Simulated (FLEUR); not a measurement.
# Collinear magnetic orders of free Ni(111) film, 1 layer with FLEUR

Does free Ni(111) film, 1 layer prefer parallel or opposed moments?

Program: FLEUR MaX-R8.1. Level of theory: PBE; all-electron FLAPW film, Dirac cores, scalar-relativistic bands. Results are calculated unless marked as measured.

## 1. Starting point

The cell holds 1 atom: 1 Ni. Cell: a = 2.492 Å, b = 2.492 Å, c = 14.000 Å, α = 90.0°, β = 90.0°, γ = 120.0°. Layers at typed spacings, unrelaxed. Vacuum lies along c.

It is built of layers of Ni (space group 225).

## 2. Start 1: ferro +

The parallel start is the test of whether parallel moments hold.

inpgen writes inp.xml from crystal.txt; cutoffs, mixing, functional, smearing and local orbitals are then set in the file. The k list default-1 (kpts.xml, not shown) is a Γ-centred 18×18×1 mesh; where the ranks do not divide the number of points, some are split in two of half the weight.

Contents of inp.xml:

```
<?xml version="1.0" encoding="UTF-8" standalone="no"?>
<fleurInput fleurInputVersion="0.39">
   <comment>
      Ni
   </comment>
   <calculationSetup>
      <cutoffs Kmax="3.66" Gmax="11.0" GmaxXC="11.0" numbands="0"/>
      <scfLoop itmax="120" minDistance="0.00002" maxIterBroyd="15" imix="Anderson" alpha="0.03" precondParam="0.0" spinf="2.0" sdNocoIR="T"/>
      <coreElectrons ctail="T" frcor="F" kcrel="1" coretail_lmax="0"/>
      <xcFunctional name="pbe" relativisticCorrections="F"/>
      <magnetism jspins="2"/>
      <soc l_soc="F" theta="0.0" phi="0.0" spav="F"/>
      <expertModes spex="0" secvar="F"/>
      <geometryOptimization l_f="F" forcealpha="1.0" forcemix="BFGS" epsdisp="0.00001" epsforce="0.00001"/>
      <ldaU l_linMix="F" mixParam="0.05" spinf="1.0"/>
   </calculationSetup>
   <cell>
      <bzIntegration valenceElectrons="18.0" mode="hist" fermiSmearingEnergy="0.00183747">
         <kPointListSelection listName="default-1"/>
         <xi:include xmlns:xi="http://www.w3.org/2001/XInclude" href="kpts.xml"> </xi:include>
      </bzIntegration>
      <xi:include xmlns:xi="http://www.w3.org/2001/XInclude" href="sym.xml"> </xi:include>
      <filmLattice scale="1.0" dVac="5.28" dTilda="7.78">
         <bravaisMatrixFilm>
            <row-1>    4.7086300406703598     0.0000001262337051</row-1>
            <row-2>   -2.3543151296652853     4.0777931691130949</row-2>
         </bravaisMatrixFilm>
         <vacuumEnergyParameters vacuum="1" spinUp="-.25" spinDown="-.25"/>
      </filmLattice>
   </cell>
   <atomSpecies>
      <species name="Nickel (Ni1.000" element="Ni" atomicNumber="28">
         <mtSphere radius="2.24" gridPoints="741" logIncrement="0.016"/>
         <atomicCutoffs lmax="8" lnonsphr="6"/>
         <electronConfig flipSpins="F">
            <coreConfig>(1s1/2) (2s1/2) (2p1/2) (2p3/2)</coreConfig>
            <valenceConfig>(3s1/2) (3p1/2) (3p3/2) (4s1/2) (3d3/2) (3d5/2)</valenceConfig>
            <stateOccupation state="(3d3/2)" spinUp="1.6" spinDown="1.6"/>
            <stateOccupation state="(3d5/2)" spinUp="2.9" spinDown="1.9"/>
         </electronConfig>
         <energyParameters s="4" p="4" d="3" f="4"/>
         <lo type="SCLO" l="0" n="3" eDeriv="0"/>
         <lo type="SCLO" l="1" n="3" eDeriv="0"/>
      </species>
   </atomSpecies>
   <atomGroups>
      <atomGroup species="Nickel (Ni1.000">
         <filmPos label="                   1">.0000000000 .0000000000 .0000000000</filmPos>
         <force calculate="T" relaxXYZ="TTT"/>
      </atomGroup>
   </atomGroups>
   <output dos="F" band="F" slice="F">
      <bandDOS minEnergy="-.5*Htr" maxEnergy="0.5*Htr" sigma="0.015" storeEVData="T"/>
      <plotting iplot="0" polar="F">
         <plot TwoD="T" vec1="  1.0  0.0  0.0" vec2="  0.0  1.0  0.0" vec3="  0.0  0.0  1.0" zero="  0.0  0.0 -0.5" file="plot"/>
      </plotting>
      <moessbauerParams electricFieldGradient="F" isomerShift="T" coreHyperfine="T" valenceHyperfine="T"/>
   </output>
</fleurInput>
```

Contents of crystal.txt:

```
Ni
&input film=T cartesian=F /
2.49169971213  0.00000006680  0.00000000000
-1.24584991392  2.15787521590  0.00000000000
0.00000000000  0.00000000000  1.00000000000
1.8897261246
1.0 1.0 1.0

1
28 0.00000000000  0.00000000000  0.00000000000 : 1.000

&kpt div1=18 div2=18 div3=1 gamma=T /
```

Started as:

```sh
$ OMP_NUM_THREADS=1 inpgen -f crystal.txt > inpgen.log  # inp.xml is then edited as shown
$ OMP_NUM_THREADS=1 mpirun -n 4 fleur_MPI > fleur.log
```

The log of the run:

```text
Welcome to FLEUR        (www.flapw.de)
      MaX-Release 8.1          (www.max-centre.eu)

 ========== k-point set info ==========
 Selected k-point list: default-1
 k-point list type: mesh
 0 x 0 x 0
 Number of k points: 40

 ------------Calculation Setup---------------------------
 Number of MPI-tasks      :            4
 Number of PE/node        :            4
 Number of OMP-threads    :            1
 k-points in parallel     :            4
 pe's per k-point         :            1
 No of k-point loops      :           10
 Eigenvalue solver        :       lapack
 Number of basis functions:          141
 Approximate size of matrices (H+S) per k-point:         0.000 GB
 --------------------------------------------------------
 [... lines of the core solver left out ...]
 Iteration:     1   Distance:      22.50343669 me/bohr^3
 Iteration:     2   Distance:      18.51004927 me/bohr^3
 Iteration:     3   Distance:       8.70516453 me/bohr^3
 Iteration:     4   Distance:       8.97932822 me/bohr^3
 Iteration:     5   Distance:       5.96976741 me/bohr^3
 Iteration:     6   Distance:       7.59418455 me/bohr^3
 Iteration:     7   Distance:       3.26046297 me/bohr^3
 Iteration:     8   Distance:       2.93327515 me/bohr^3
 Iteration:     9   Distance:       3.49642518 me/bohr^3
 Iteration:    10   Distance:       0.75033554 me/bohr^3
 Iteration:    11   Distance:       0.36961629 me/bohr^3
 Iteration:    12   Distance:       0.08401301 me/bohr^3
 Iteration:    13   Distance:       0.08218115 me/bohr^3
 Iteration:    14   Distance:       0.04931006 me/bohr^3
 Iteration:    15   Distance:       0.02254496 me/bohr^3
 Iteration:    16   Distance:       0.02031702 me/bohr^3
 Iteration:    17   Distance:       0.01356208 me/bohr^3
 Iteration:    18   Distance:       0.00349588 me/bohr^3
 Iteration:    19   Distance:       0.00154937 me/bohr^3
 Iteration:    20   Distance:       0.00168953 me/bohr^3
 Iteration:    21   Distance:       0.00027943 me/bohr^3
 Iteration:    22   Distance:       0.00028818 me/bohr^3
 Iteration:    23   Distance:       0.00009187 me/bohr^3
 Iteration:    24   Distance:       0.00000613 me/bohr^3

 ********************************************************************
 Run finished successfully
 Stop message:
   all done
 ********************************************************************

--- out.xml (last complete iteration) ---
<iteration numberForCurrentRun="   24" overallNumber="   24">
         <energyParameters units="Htr">
            <atomicEP atomType="1" spin="1" branch="4s" branchLowest="-3.99" branchHighest="1.27" value="-0.2913035477"/>
            <atomicEP atomType="1" spin="1" branch="4p" branchLowest="-2.52" branchHighest="1.89" value="-0.1445001802"/>
            <atomicEP atomType="1" spin="1" branch="3d" branchLowest="-9.99" branchHighest="-0.15" value="-0.2581811937"/>
            <atomicEP atomType="1" spin="1" branch="4f" branchLowest="-9.99" branchHighest="3.25" value="0.1795001914"/>
            <loAtomicEP atomType="1" spin="1" branch="3s" branchLowest="-35.97" branchHighest="-3.99" value="-3.9930343622"/>
            <loAtomicEP atomType="1" spin="1" branch="3p" branchLowest="-30.93" branchHighest="-2.52" value="-2.5378519062"/>
            <vacuumEP vacuum="1" spin="1" vzIR="-0.2523334844" vzInf="0.0000000000" value="-0.2500000000"/>
            <atomicEP atomType="1" spin="2" branch="4s" branchLowest="-3.95" branchHighest="1.29" value="-0.2927571701"/>
            <atomicEP atomType="1" spin="2" branch="4p" branchLowest="-2.49" branchHighest="1.91" value="-0.1484297906"/>
            <atomicEP atomType="1" spin="2" branch="3d" branchLowest="-9.99" branchHighest="-0.12" value="-0.2280873981"/>
            <atomicEP atomType="1" spin="2" branch="4f" branchLowest="-9.99" branchHighest="3.27" value="0.1739320461"/>
            <loAtomicEP atomType="1" spin="2" branch="3s" branchLowest="-35.95" branchHighest="-3.95" value="-3.9539191271"/>
            <loAtomicEP atomType="1" spin="2" branch="3p" branchLowest="-30.91" branchHighest="-2.49" value="-2.4997287932"/>
            <vacuumEP vacuum="1" spin="2" vzIR="-0.2616307187" vzInf="0.0000000000" value="-0.2500000000"/>
         </energyParameters>
         <bandgap value="0.0235244809" units="eV"/>
         <sumValenceSingleParticleEnergies value="-25.5943774960" units="Htr"/>
         <FermiEnergy value="-0.1959962804" units="Htr"/>
         <valenceDensity>
            <mtCharges spin="1">
               <mtCharge atomType="1" total="8.8144754" s="1.2021822" p="3.0874885" d="4.5175287" f="0.0054374"/>
            </mtCharges>
            <mtCharges spin="2">
               <mtCharge atomType="1" total="7.9496726" s="1.2115974" p="3.1066904" d="3.6238801" f="0.0057163"/>
            </mtCharges>
            <spinDependentCharge spin="1" total="9.3960460" interstitial="0.4996552" mtSpheres="8.8144754" vacuum1="0.0409577"/>
            <spinDependentCharge spin="2" total="8.6039543" interstitial="0.5528064" mtSpheres="7.9496726" vacuum1="0.0507377"/>
            <totalCharge value="18.0000002525"/>
         </valenceDensity>
         <allElectronCharges>
            <spinDependentCharge spin="1" total="14.3960480" interstitial="0.4996552" mtSpheres="13.8144774" vacuum1="0.0409577"/>
            <spinDependentCharge spin="2" total="13.6039522" interstitial="0.5528064" mtSpheres="12.9496705" vacuum1="0.0507377"/>
            <totalCharge value="28.0000002528"/>
         </allElectronCharges>
         <magneticMomentsInMTSpheres units="muBohr">
            <globalMagMoment atomType="1" vec="0.00000   0.00000   0.86481"/>
            <localMagMoment atomType="1" vec="0.00000   0.00000   0.86481"/>
         </magneticMomentsInMTSpheres>
         <moessbauerParams unitsHFF="kG" unitsIS="e/bohr^3" unitsEFG="Htr/bohr^2">
            <coreHyperfineField atomType="1" hffTotal="-266.62830" isTotal="19434.03246">
               <shell n="1" l="0" hff="-3.51158" isomerShift="17717.10445"/>
               <shell n="2" l="0" hff="-264.02352" isomerShift="1705.86457"/>
               <shell n="2" l="1" hff="0.90680" isomerShift="11.06344"/>
            </coreHyperfineField>
            <isomerShift atomType="1" nucleusRadius="0.0000918" averageDensity="19691.91001"/>
         </moessbauerParams>
         <totalEnergy value="    -1520.7836483958" units="Htr">
            <sumOfEigenvalues value="     -886.3267047600">
               <coreElectrons value="-860.7323272640"/>
               <valenceElectrons value="-25.5943774960"/>
            </sumOfEigenvalues>
            <densityCoulombPotentialIntegral value="-2348.7379875297"/>
            <densityEffectivePotentialIntegral value="-2431.2509985712"/>
            <chargeDenXCDenIntegral value="-63.5236022124"/>
            <FockExchangeEnergyValence value="0.0000000000"/>
            <FockExchangeEnergyCore value="0.0000000000"/>
            <atomTypeDependentContributions atomType="1">
               <electronNucleiInteractionDifferentMTs value="1822.7102138974"/>
               <MadelungTerm value="-5.1051323323"/>
            </atomTypeDependentContributions>
            <tkbTimesEntropy value="0.0006446061"/>
            <freeEnergy value="-1520.7842930019"/>
            <extrapolationTo0K value="-1520.7839706988"/>
         </totalEnergy>
         <densityConvergence units="me/bohr^3">
            <chargeDensity spin="1" distance="0.0000032162"/>
            <chargeDensity spin="2" distance="0.0000044931"/>
            <overallChargeDensity distance="0.0000061305"/>
            <spinDensity distance="0.0000048458"/>
         </densityConvergence>
      </iteration>
```

Wall time 22 s (4 MPI ranks of Arm Neoverse N1, shared host); peak memory 0.19 GiB.

Numbers from this step:

- free energy: -41382.6488 eV
- program's band gap on this mesh (in a metal only a level spacing): 0.02352 eV
- magnetization: 0.7921 μB
- final state: ferromagnetic
- largest moment: 0.8648 μB

After 24 cycles the largest moment stands at 0.865 μB.

## 3. Run 2 (antiferro q=(0,1/2,0) +-)

Reversing part of the moments tests the sign of the couplings between them.

The cell is doubled to 2 atoms to hold this order. The mesh is halved along the doubled vector, so that both cells sample the same points. The k list default-1 (kpts.xml, not shown) is a Γ-centred 18×9×1 mesh.

inp.xml, as its differences from that of step 2:

```diff
@@ -17,3 +17,3 @@
    <cell>
-      <bzIntegration valenceElectrons="18.0" mode="hist" fermiSmearingEnergy="0.00183747">
+      <bzIntegration valenceElectrons="36.0" mode="hist" fermiSmearingEnergy="0.00183747">
          <kPointListSelection listName="default-1"/>
@@ -24,4 +24,4 @@
          <bravaisMatrixFilm>
-            <row-1>    4.7086300406703598     0.0000001262337051</row-1>
-            <row-2>   -2.3543151296652853     4.0777931691130949</row-2>
+            <row-1>    4.7086305846658192     0.0000000000000000</row-1>
+            <row-2>   -4.7086305846658192     8.1555855222424505</row-2>
          </bravaisMatrixFilm>
@@ -44,2 +44,15 @@
       </species>
+      <species name="Nickel (Ni-1.000" element="Ni" atomicNumber="28">
+         <mtSphere radius="2.24" gridPoints="741" logIncrement="0.016"/>
+         <atomicCutoffs lmax="8" lnonsphr="6"/>
+         <electronConfig flipSpins="F">
+            <coreConfig>(1s1/2) (2s1/2) (2p1/2) (2p3/2)</coreConfig>
+            <valenceConfig>(3s1/2) (3p1/2) (3p3/2) (4s1/2) (3d3/2) (3d5/2)</valenceConfig>
+            <stateOccupation state="(3d3/2)" spinUp="1.6" spinDown="1.6"/>
+            <stateOccupation state="(3d5/2)" spinUp="1.9" spinDown="2.9"/>
+         </electronConfig>
+         <energyParameters s="4" p="4" d="3" f="4"/>
+         <lo type="SCLO" l="0" n="3" eDeriv="0"/>
+         <lo type="SCLO" l="1" n="3" eDeriv="0"/>
+      </species>
    </atomSpecies>
@@ -48,2 +61,6 @@
          <filmPos label="                   1">.0000000000 .0000000000 .0000000000</filmPos>
+         <force calculate="T" relaxXYZ="TTT"/>
+      </atomGroup>
+      <atomGroup species="Nickel (Ni-1.000">
+         <filmPos label="                   2">.0000000000 1.000/2.000 .0000000000</filmPos>
          <force calculate="T" relaxXYZ="TTT"/>
```

Contents of crystal.txt:

```
Ni
&input film=T cartesian=F /
2.49170000000  0.00000000000  0.00000000000
-2.49170000000  4.31575000000  0.00000000000
0.00000000000  0.00000000000  1.00000000000
1.8897261246
1.0 1.0 1.0

2
28 0.00000000000  0.00000000000  0.00000000000 : 1.000
28 0.00000000000  0.50000000000  0.00000000000 : -1.000

&kpt div1=18 div2=9 div3=1 gamma=T /
```

The log of the run:

```text
[banner, memory and clock lines left out]
Welcome to FLEUR        (www.flapw.de)
      MaX-Release 8.1          (www.max-centre.eu)

 ========== k-point set info ==========
 Selected k-point list: default-1
 k-point list type: mesh
 0 x 0 x 0
 Number of k points: 84

 ------------Calculation Setup---------------------------
 Number of PE/node        :            4
 Number of OMP-threads    :            1
 k-points in parallel     :            4
 pe's per k-point         :            1
 No of k-point loops      :           21
 Eigenvalue solver        :       lapack
 Number of basis functions:          271
 Approximate size of matrices (H+S) per k-point:         0.001 GB
 [... lines of the core solver left out ...]
 Iteration:     1   Distance:      25.10584986 me/bohr^3
 Iteration:     2   Distance:      20.99804879 me/bohr^3
 Iteration:     3   Distance:      10.53827951 me/bohr^3
 Iteration:     4   Distance:       8.89851656 me/bohr^3
 Iteration:     5   Distance:       5.85320344 me/bohr^3
 Iteration:     6   Distance:       5.86807201 me/bohr^3
 Iteration:     7   Distance:       3.84022572 me/bohr^3
 Iteration:     8   Distance:       3.70363141 me/bohr^3
 Iteration:     9   Distance:       3.01850305 me/bohr^3
 Iteration:    10   Distance:       1.96363430 me/bohr^3
[... 22 iterations left out ...]
 Iteration:    33   Distance:       0.00117911 me/bohr^3
 Iteration:    34   Distance:       0.00113285 me/bohr^3
 Iteration:    35   Distance:       0.00099527 me/bohr^3
 Iteration:    36   Distance:       0.00090550 me/bohr^3
 Iteration:    37   Distance:       0.00050903 me/bohr^3
 Iteration:    38   Distance:       0.00028296 me/bohr^3
 Iteration:    39   Distance:       0.00024203 me/bohr^3
 Iteration:    40   Distance:       0.00008662 me/bohr^3
 Iteration:    41   Distance:       0.00008135 me/bohr^3
 Iteration:    42   Distance:       0.00001645 me/bohr^3

 ********************************************************************
 Run finished successfully
 Stop message:
   all done
 ********************************************************************

--- out.xml (last complete iteration) ---
<iteration numberForCurrentRun="   42" overallNumber="   42">
         [... left out ...]
         <bandgap value="0.0008129479" units="eV"/>
         <sumValenceSingleParticleEnergies value="-51.0926314457" units="Htr"/>
         <FermiEnergy value="-0.2030388159" units="Htr"/>
         <valenceDensity>
            <mtCharges spin="1">
               <mtCharge atomType="1" total="8.6376022" s="1.2083415" p="3.0988060" d="4.3230128" f="0.0056300"/>
               <mtCharge atomType="2" total="8.1315696" s="1.2031990" p="3.0933577" d="3.8276039" f="0.0055720"/>
            </mtCharges>
            <mtCharges spin="2">
               <mtCharge atomType="1" total="8.1315696" s="1.2031990" p="3.0933577" d="3.8276039" f="0.0055720"/>
               <mtCharge atomType="2" total="8.6376021" s="1.2083415" p="3.0988060" d="4.3230126" f="0.0056300"/>
            </mtCharges>
            <spinDependentCharge spin="1" total="18.0000003" interstitial="1.0492177" mtSpheres="16.7691719" vacuum1="0.0908054"/>
            <spinDependentCharge spin="2" total="18.0000002" interstitial="1.0492178" mtSpheres="16.7691717" vacuum1="0.0908054"/>
            <totalCharge value="36.0000005074"/>
         </valenceDensity>
         [... left out ...]
         <magneticMomentsInMTSpheres units="muBohr">
            <globalMagMoment atomType="1" vec="0.00000   0.00000   0.50603"/>
            <localMagMoment atomType="1" vec="0.00000   0.00000   0.50603"/>
            <globalMagMoment atomType="2" vec="0.00000   0.00000  -0.50603"/>
            <localMagMoment atomType="2" vec="0.00000   0.00000  -0.50603"/>
         </magneticMomentsInMTSpheres>
         [... left out ...]
         <totalEnergy value="    -3041.5594434511" units="Htr">
            <sumOfEigenvalues value="    -1772.5125177890">
               <coreElectrons value="-1721.4198863434"/>
               <valenceElectrons value="-51.0926314457"/>
            </sumOfEigenvalues>
            <densityCoulombPotentialIntegral value="-4697.3305836030"/>
            <densityEffectivePotentialIntegral value="-4862.3459283134"/>
            <chargeDenXCDenIntegral value="-127.0393855771"/>
            <FockExchangeEnergyValence value="0.0000000000"/>
            <FockExchangeEnergyCore value="0.0000000000"/>
         [... left out ...]
            <tkbTimesEntropy value="0.0022603172"/>
            <freeEnergy value="-3041.5617037683"/>
            <extrapolationTo0K value="-3041.5605736097"/>
         </totalEnergy>
         <densityConvergence units="me/bohr^3">
            <chargeDensity spin="1" distance="0.0000094027"/>
            <chargeDensity spin="2" distance="0.0000104672"/>
            <overallChargeDensity distance="0.0000111886"/>
            <spinDensity distance="0.0000164549"/>
         </densityConvergence>
      </iteration>
```

Elapsed: 2.3 min, on 4 MPI ranks; peak memory 0.41 GiB.

This step gave:

```yaml
free_energy: -82765.1103 eV
program_s_band_gap_on_this_mesh_in_a_metal_only_a_level_spacing: 8.13e-4 eV
magnetization: 0 μB
final_state: antiferromagnetic
largest_moment: 0.5060 μB
```

It lies 93.6 meV a seeded atom over the first start, and its largest moment is 0.506 μB against 0.865 μB.

(Continued in part 2 of 2.)

[Logs and program files are shortened in this print: banners, set-up blocks, solver, clock and traceback lines can be left out without a mark of their own.]

[Logs are printed without paths, hosts, clocks, repeated set-up lines and the standing remarks that a program may print on its own settings, such as how far it seeks lower states.]

[Hosts, paths, dates, database ids (printed as entryN), source tags and the programs' standing remarks are cut or masked in the printed files.]

[Where a cell is said to come from a database of computed structures, the database is the Materials Project.]
